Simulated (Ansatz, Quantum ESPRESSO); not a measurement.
# SrLiH3 (Pm-3m): modes at Γ and the response to a field

Wanted: the vibrations of SrLiH3 (Pm-3m) at Γ, by two programs.

Program: Quantum ESPRESSO 7.5. Level of theory: DFT PBE, scalar-relativistic, plane waves, JTH PAW pseudopotentials. Results are calculated unless marked as measured.

## 1. Starting point

The structure is cubic, space group Pm-3m (No. 221). Conventional cell: a = 4.631 Å, b = 4.631 Å, c = 4.631 Å, α = 90.00°, β = 90.00°, γ = 90.00°. Nearest to Li lie 12 H at 3.27 Å. Nearest to Sr lie 6 H at 2.32 Å. Nearest to H lie 2 Sr at 2.32 Å. Farther neighbours are not listed.

## 2. A first look

Before anything dear is run, a loose run with smearing shows whether this is a metal and how far the cell is from rest.

Contents of probe.in:

```
 &control
    calculation='scf',
    prefix='x',
    outdir='./tmp',
    pseudo_dir='./pseudo',
    tprnfor=.true.,
    tstress=.true.,
    verbosity='high',
 /
 &system
    ibrav=1,
    celldm(1)=8.75092673,
    nat=5,
    ntyp=3,
    ecutwfc=50.0,
    ecutrho=250.0,
    occupations='smearing',
    smearing='gaussian',
    degauss=0.01,
 /
 &electrons
    conv_thr=1.0d-07,
    mixing_beta=0.7,
    electron_maxstep=100,
 /
ATOMIC_SPECIES
 Li      6.9400  Li.upf
 Sr     87.6200  Sr.upf
 H       1.0080  H.upf
ATOMIC_POSITIONS crystal
 Li     0.000000000   0.000000000   0.000000000
 Sr     0.500000000   0.500000000   0.500000000
 H      0.000000000   0.500000000   0.500000000
 H      0.500000000   0.000000000   0.500000000
 H      0.500000000   0.500000000   0.000000000
K_POINTS automatic
 4 4 4 0 0 0
```

On the command line:

```console
$ OMP_NUM_THREADS=1 mpirun -n 4 pw.x -nk 4 -in probe.in > probe.out
```

Output:

```text
[banners, grids, parts of the stress and lines that vanish by symmetry left out]
Program PWSCF v.7.5
     file Li.upf: wavefunction(s)  1S 2S 0S 2P 0P renormalized
     file Sr.upf: wavefunction(s)  5S 0P 4D 0D renormalized
[...]
kinetic-energy cutoff     =      50.0000  Ry
     charge density cutoff     =     250.0000  Ry
     scf convergence threshold =      1.0E-07
[...]
Exchange-correlation= SLA PW PBX PBC
                           (   1   4   3   4   0   0   0)
[...]
48 Sym. Ops., with inversion, found
[...]
(     0          1          0      )
                  (     0          0          1      )
[...]
(  0.0000000  1.0000000  0.0000000 )
                  (  0.0000000  0.0000000  1.0000000 )
[...]
(     0         -1          0      )
                  (     0          0          1      )
[...]
( -1.0000000  0.0000000  0.0000000 )
                  (  0.0000000  1.0000000  0.0000000 )
[...]
number of k points=    10  Gaussian smearing, width (Ry)=  0.0100
[...]
End of self-consistent calculation
[...]
the Fermi energy is     1.5046 ev
!    total energy              =    -278.80822137 Ry
[...]
convergence has been achieved in   6 iterations
[...]
atom    1 type  1   force =     0.00000000    0.00000000    0.00000000
     atom    2 type  2   force =     0.00000000    0.00000000    0.00000000
     atom    3 type  3   force =     0.00000000    0.00000000    0.00000000
     atom    4 type  3   force =     0.00000000    0.00000000    0.00000000
     atom    5 type  3   force =     0.00000000    0.00000000    0.00000000
[...]
Total force =     0.000000     Total SCF correction =     0.000000
[...]
total   stress  (Ry/bohr**3)                   (kbar)     P=        1.02
[...]
XML data file, charge density, pseudopotentials, collected wavefunctions

   JOB DONE.
```

Elapsed: 5.1 s, on 4 MPI ranks of Arm Neoverse V1, shared host.

This step gave:

* volume per atom: 19.86 Å³
* pressure: 0.1020 GPa
* gap on the k-mesh: 1.837 eV

A gap of 1.8 eV opens on this mesh, so the crystal is taken as an insulator; the start stands at 0.10 GPa.

## 3. Relaxing the cell and atoms

The harmonic expansion starts where the forces on the atoms vanish, and stress shifts the frequencies, so cell and atoms are relaxed with tight thresholds.

Contents of relax.in:

```
 &control
    calculation='vc-relax',
    prefix='x',
    outdir='./tmp',
    pseudo_dir='./pseudo',
    tprnfor=.true.,
    tstress=.true.,
    forc_conv_thr=2.0d-05,
    etot_conv_thr=1.0d-07,
    nstep=40,
 /
 &system
    ibrav=1,
    celldm(1)=8.75092673,
    nat=5,
    ntyp=3,
    ecutwfc=50.0,
    ecutrho=250.0,
    occupations='fixed',
    nbnd=10,
 /
 &electrons
    conv_thr=1.0d-11,
    mixing_beta=0.7,
    electron_maxstep=100,
 /
 &ions
 /
 &cell
    press_conv_thr=0.1,
 /
ATOMIC_SPECIES
 Li      6.9400  Li.upf
 Sr     87.6200  Sr.upf
 H       1.0080  H.upf
ATOMIC_POSITIONS crystal
 Li     0.000000000   0.000000000   0.000000000
 Sr     0.500000000   0.500000000   0.500000000
 H      0.000000000   0.500000000   0.500000000
 H      0.500000000   0.000000000   0.500000000
 H      0.500000000   0.500000000   0.000000000
K_POINTS automatic
 6 6 6 0 0 0
```

On the command line:

```console
$ OMP_NUM_THREADS=1 mpirun -n 4 pw.x -nk 4 -in relax.in > relax.out
```

Output:

```text
[banners, grids, parts of the stress and lines that vanish by symmetry left out]
[banner, memory and clock lines left out]
Program PWSCF v.7.5

[...]
kinetic-energy cutoff     =      50.0000  Ry
     charge density cutoff     =     250.0000  Ry
     scf convergence threshold =      1.0E-11
[...]
energy convergence thresh.=      1.0E-07
     force convergence thresh. =      2.0E-05
     press convergence thresh. =      1.0E-01
     Exchange-correlation= SLA PW PBX PBC
                           (   1   4   3   4   0   0   0)
[...]
48 Sym. Ops., with inversion, found
[...]
number of k points=    20
[...]
End of self-consistent calculation
[...]
highest occupied, lowest unoccupied level (ev):     0.5953    2.4324
!    total energy              =    -278.80818306 Ry
[...]
convergence has been achieved in  10 iterations
[...]
atom    1 type  1   force =     0.00000000    0.00000000    0.00000000
     atom    2 type  2   force =     0.00000000    0.00000000    0.00000000
     atom    3 type  3   force =     0.00000000    0.00000000    0.00000000
     atom    4 type  3   force =     0.00000000    0.00000000    0.00000000
     atom    5 type  3   force =     0.00000000    0.00000000    0.00000000
     Total force =     0.000000     Total SCF correction =     0.000000
[...]
total   stress  (Ry/bohr**3)                   (kbar)     P=        0.96
[...]
number of bfgs steps    =   0
[...]
CELL_PARAMETERS (alat=  8.75092673)
[...]
ATOMIC_POSITIONS (crystal)
Li               0.0000000000        0.0000000000        0.0000000000
Sr               0.5000000000        0.5000000000        0.5000000000
H                0.0000000000        0.5000000000        0.5000000000
H                0.5000000000        0.0000000000        0.5000000000
[...]
New effective cutoffs (rho, wfc):  249.43   49.98
[...]
End of self-consistent calculation
[...]
highest occupied, lowest unoccupied level (ev):     0.5926    2.4304
!    total energy              =    -278.80818509 Ry
[...]
convergence has been achieved in   5 iterations
[...]
atom    1 type  1   force =     0.00000000    0.00000000    0.00000000
     atom    2 type  2   force =     0.00000000    0.00000000    0.00000000
     atom    3 type  3   force =     0.00000000    0.00000000    0.00000000
     atom    4 type  3   force =     0.00000000    0.00000000    0.00000000
     atom    5 type  3   force =     0.00000000    0.00000000    0.00000000
     Total force =     0.000000     Total SCF correction =     0.000000
[...]
total   stress  (Ry/bohr**3)                   (kbar)     P=        0.86
[...]
number of bfgs steps    =   1
[...]
WARNING: bfgs curvature condition failed, Theta= 0.900
[...]
CELL_PARAMETERS (alat=  8.75092673)
[...]
ATOMIC_POSITIONS (crystal)
[...]
New effective cutoffs (rho, wfc):  249.34   49.96
[...]
End of self-consistent calculation
[...]
highest occupied, lowest unoccupied level (ev):     0.5896    2.4282
!    total energy              =    -278.80818705 Ry
[...]
convergence has been achieved in   8 iterations
[...]
atom    1 type  1   force =     0.00000000    0.00000000    0.00000000
     atom    2 type  2   force =     0.00000000    0.00000000    0.00000000
     atom    3 type  3   force =     0.00000000    0.00000000    0.00000000
[...]
total   stress  (Ry/bohr**3)                   (kbar)     P=        0.56
[...]
number of bfgs steps    =   3
[...]
CELL_PARAMETERS (alat=  8.75092673)
[...]
ATOMIC_POSITIONS (crystal)
[...]
New effective cutoffs (rho, wfc):  249.01   49.89
[...]
End of self-consistent calculation
[...]
highest occupied, lowest unoccupied level (ev):     0.5784    2.4200
!    total energy              =    -278.80819182 Ry
[...]
convergence has been achieved in   9 iterations
[...]
Total force =     0.000000     Total SCF correction =     0.000000
[...]
total   stress  (Ry/bohr**3)                   (kbar)     P=        0.30
[...]
number of bfgs steps    =   4
[...]
CELL_PARAMETERS (alat=  8.75092673)
[...]
ATOMIC_POSITIONS (crystal)
[...]
New effective cutoffs (rho, wfc):  248.78   49.84
[...]
End of self-consistent calculation
[...]
highest occupied, lowest unoccupied level (ev):     0.5709    2.4145
!    total energy              =    -278.80819275 Ry
[...]
convergence has been achieved in  10 iterations
[...]
Total force =     0.000000     Total SCF correction =     0.000000
[...]
total   stress  (Ry/bohr**3)                   (kbar)     P=        0.00
[...]
number of bfgs steps    =   5
[...]
small trust_radius: resetting bfgs history
[...]
CELL_PARAMETERS (alat=  8.75092673)
[...]
ATOMIC_POSITIONS (crystal)
[...]
New effective cutoffs (rho, wfc):  248.78   49.84
[...]
End of self-consistent calculation
[...]
highest occupied, lowest unoccupied level (ev):     0.5709    2.4144
!    total energy              =    -278.80819275 Ry
[...]
convergence has been achieved in   1 iterations
[...]
atom    3 type  3   force =     0.00000000    0.00000000    0.00000000
     atom    4 type  3   force =     0.00000000    0.00000000    0.00000000
     atom    5 type  3   force =     0.00000000    0.00000000    0.00000000
     Total force =     0.000000     Total SCF correction =     0.000000
[...]
total   stress  (Ry/bohr**3)                   (kbar)     P=        0.00
[...]
bfgs converged in   7 scf cycles and   6 bfgs steps
[...]
End of BFGS Geometry Optimization
     Final enthalpy           =    -278.8081927507 Ry
     File ./tmp/x.bfgs deleted, as requested
[...]
CELL_PARAMETERS (alat=  8.75092673)
[...]
ATOMIC_POSITIONS (crystal)
[...]
H                0.5000000000        0.0000000000        0.5000000000
H                0.5000000000        0.5000000000        0.0000000000
[...]
Final scf calculation at the relaxed structure.
[...]
kinetic-energy cutoff     =      50.0000  Ry
     charge density cutoff     =     250.0000  Ry
     scf convergence threshold =      1.0E-13
[...]
press convergence thresh. =      1.0E-01
     Exchange-correlation= SLA PW PBX PBC
                           (   1   4   3   4   0   0   0)
[...]
48 Sym. Ops., with inversion, found
[...]
number of k points=    20
[...]
End of self-consistent calculation
[...]
highest occupied, lowest unoccupied level (ev):     0.5708    2.4142
!    total energy              =    -278.80820820 Ry
[...]
convergence has been achieved in  14 iterations
[...]
atom    1 type  1   force =     0.00000000    0.00000000    0.00000000
     atom    2 type  2   force =     0.00000000    0.00000000    0.00000000
     atom    3 type  3   force =     0.00000000    0.00000000    0.00000000
     atom    4 type  3   force =     0.00000000    0.00000000    0.00000000
     atom    5 type  3   force =     0.00000000    0.00000000    0.00000000
     Total force =     0.000000     Total SCF correction =     0.000000
[...]
total   stress  (Ry/bohr**3)                   (kbar)     P=       -0.00
[...]
XML data file, charge density, pseudopotentials, collected wavefunctions
```

Elapsed: 47 s, on 4 MPI ranks.

The steps of the relaxation:

| step | energy less that of the first step (eV) | largest force (eV/Å) | pressure (GPa) | volume (Å³) |
| --- | --- | --- | --- | --- |
| 1 | 0.0000 | 0.0000 | 0.10 | 99.30 |
| 2 | 0.0000 | 0.0000 | 0.09 | 99.35 |
| 3 | -0.0001 | 0.0000 | 0.07 | 99.41 |
| 4 | -0.0001 | 0.0000 | 0.06 | 99.49 |
| 5 | -0.0001 | 0.0000 | 0.03 | 99.61 |
| 6 | -0.0001 | 0.0000 | 0.00 | 99.74 |
| 7 | -0.0001 | 0.0000 | 0.00 | 99.74 |
| 8 | -0.0003 | 0.0000 | 0.00 | 99.74 |

| conventional cell, symmetrised | before | after | change |
| --- | --- | --- | --- |
| a (Å) | 4.631 | 4.638 | +0.1 % |
| b (Å) | 4.631 | 4.638 | +0.1 % |
| c (Å) | 4.631 | 4.638 | +0.1 % |
| volume (Å³/atom) | 19.86 | 19.95 | +0.4 % |

The relaxed structure:

```
CELL_PARAMETERS angstrom
4.63763 0.00000 0.00000
0.00000 4.63763 0.00000
0.00000 0.00000 4.63763
ATOMIC_POSITIONS crystal
Li 0.00000 0.00000 0.00000
Sr 0.50000 0.50000 0.50000
H 0.00000 0.50000 0.50000
H 0.50000 0.00000 0.50000
H 0.50000 0.50000 0.00000
```

The last row of the table of steps is pw.x's closing run on a basis chosen anew for the final cell, so its energy can jump.

This step gave:

| Property | Result |
| --- | --- |
| volume per atom | 19.95 Å³ |
| pressure | 0 GPa |
| gap on the k-mesh | 1.843 eV |

The volume changes by +0.4 % from the cell with which this run began.

## 4. Self-consistent run for the response

The response is built on this ground state, so it is converged far tighter than an energy would need. With a gap, occupations are fixed, which also allows the response to an electric field.

Contents of scf.in:

```
 &control
    calculation='scf',
    prefix='x',
    outdir='./tmp',
    pseudo_dir='./pseudo',
    tprnfor=.true.,
    tstress=.true.,
 /
 &system
    ibrav=1,
    celldm(1)=8.76385129,
    nat=5,
    ntyp=3,
    ecutwfc=50.0,
    ecutrho=250.0,
    occupations='fixed',
    nbnd=10,
 /
 &electrons
    conv_thr=1.0d-12,
    mixing_beta=0.7,
    electron_maxstep=100,
 /
ATOMIC_SPECIES
 Li      6.9400  Li.upf
 Sr     87.6200  Sr.upf
 H       1.0080  H.upf
ATOMIC_POSITIONS crystal
 Li     0.000000000   0.000000000   0.000000000
 Sr     0.500000000   0.500000000   0.500000000
 H      0.000000000   0.500000000   0.500000000
 H      0.500000000   0.000000000   0.500000000
 H      0.500000000   0.500000000   0.000000000
K_POINTS automatic
 6 6 6 0 0 0
```

On the command line:

```console
$ OMP_NUM_THREADS=1 mpirun -n 4 pw.x -nk 4 -in scf.in > scf.out
```

Output:

```text
[banners, grids, parts of the stress and lines that vanish by symmetry left out]
[banner, memory and clock lines left out]
Program PWSCF v.7.5

[...]
kinetic-energy cutoff     =      50.0000  Ry
     charge density cutoff     =     250.0000  Ry
     scf convergence threshold =      1.0E-12
[...]
Exchange-correlation= SLA PW PBX PBC
                           (   1   4   3   4   0   0   0)
[...]
48 Sym. Ops., with inversion, found
[...]
number of k points=    20
[...]
End of self-consistent calculation
[...]
highest occupied, lowest unoccupied level (ev):     0.5708    2.4142
!    total energy              =    -278.80820820 Ry
[...]
convergence has been achieved in  11 iterations
[...]
atom    1 type  1   force =     0.00000000    0.00000000    0.00000000
     atom    2 type  2   force =     0.00000000    0.00000000    0.00000000
     atom    3 type  3   force =     0.00000000    0.00000000    0.00000000
     atom    4 type  3   force =     0.00000000    0.00000000    0.00000000
     atom    5 type  3   force =     0.00000000    0.00000000    0.00000000
     Total force =     0.000000     Total SCF correction =     0.000000
[...]
total   stress  (Ry/bohr**3)                   (kbar)     P=       -0.00
[...]
XML data file, charge density, pseudopotentials, collected wavefunctions
```

Run time: 8.4 s. Hardware: 4 MPI ranks.

The cell stands at 0 GPa, close enough for phonons.

(Part 1 of 3 ends here.)

[Host names and launcher messages were left out of these logs when they were recorded.]

[Logs are printed without paths, hosts, clocks, repeated set-up lines and the standing remarks that a program may print on its own settings, such as how far it seeks lower states.]

[Hosts, paths, dates, database ids (printed as entryN), source tags and the programs' standing remarks are cut or masked in the printed files.]
